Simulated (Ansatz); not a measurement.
**BP (F-43m): refractive index against wavelength**

The refractive index of BP (F-43m) below the direct gap (3.40 eV on the mesh) is read from one computed spectrum, n = √(Re ε).

Symmetry: F-43m, No. 216, cubic system. The conventional cell has a = 4.538 Å, b = 4.538 Å, c = 4.538 Å, α = 90.00°, β = 90.00°, γ = 90.00°. P on site c is surrounded by 4 B at 1.97 Å. B on site a has 4 P at 1.97 Å as nearest neighbours.

Method: Ansatz 0.2.0, PBE, independent particles, k-mesh 11×11×11 with interpolation inside its cells, Gaussian parameter 0.1 eV.

Launch of the response step: `ansatz run input.yaml --threads 2 --pin off --max-ram 5120MiB --backend cpu --events-out ev --progress --plain --runs-dir out`. The run took 7 s, on 2 threads of Arm Neoverse V1, on a shared host.

```
wavelength (nm)  photon energy E (eV)       n
           1550                 0.800  3.1074
           1310                 0.946  3.1183
           1064                 1.165  3.1383
            850                 1.459  3.1731
            700                 1.771  3.2217
            633                 1.959  3.2574
            532                 2.331       ?
```

In the single-oscillator model n² − 1 = E₀E_d/(E₀² − E²), so 1/(n² − 1) = E₀/E_d − E²/(E₀E_d) is linear in E².

Working, on the rows shown:

| x = E² (eV²) | y = 1/(n² − 1) |
| --- | --- |
| 0.639837 | 0.115528 |
| 0.895757 | 0.114629 |
| 1.35784 | 0.113008 |
| 2.12762 | 0.110271 |
| 3.13716 | 0.106617 |
| 3.83641 | 0.104051 |

Means: x̄ = 1.9991, ȳ = 0.11068. Σ(x − x̄)(y − ȳ) = -0.02929, Σ(x − x̄)² = 8.164. Slope = -0.02929 / 8.164 = -0.003588; intercept = ȳ − slope · x̄ = 0.11786. Turned back into n, the line misses the rows shown by at most 0.00062.

Problem. What does the fit predict for the withheld row, and how well does it do?

Solution. At x = 5.4314 the line gives y = 0.098367, that is 3.3416. The run gave 3.3474, so the extrapolation is off by 0.0058, 2 % of the range in the table.

Refitted with all rows, the slope is -0.003649 and the intercept 0.11796. These give E₀ = √(intercept/−slope) = 5.69 eV and E_d = E₀/intercept = 48.2 eV; E₀ is 1.7 times the direct gap. The electronic limit at long wavelengths, without lattice vibrations, is n = √(1 + 1/intercept) = 3.079. Excitons are left out and so are local fields; PBE gaps are as a rule too small.

[Logs are printed without paths, hosts, clocks, repeated set-up lines and the standing remarks that a program may print on its own settings, such as how far it seeks lower states.]
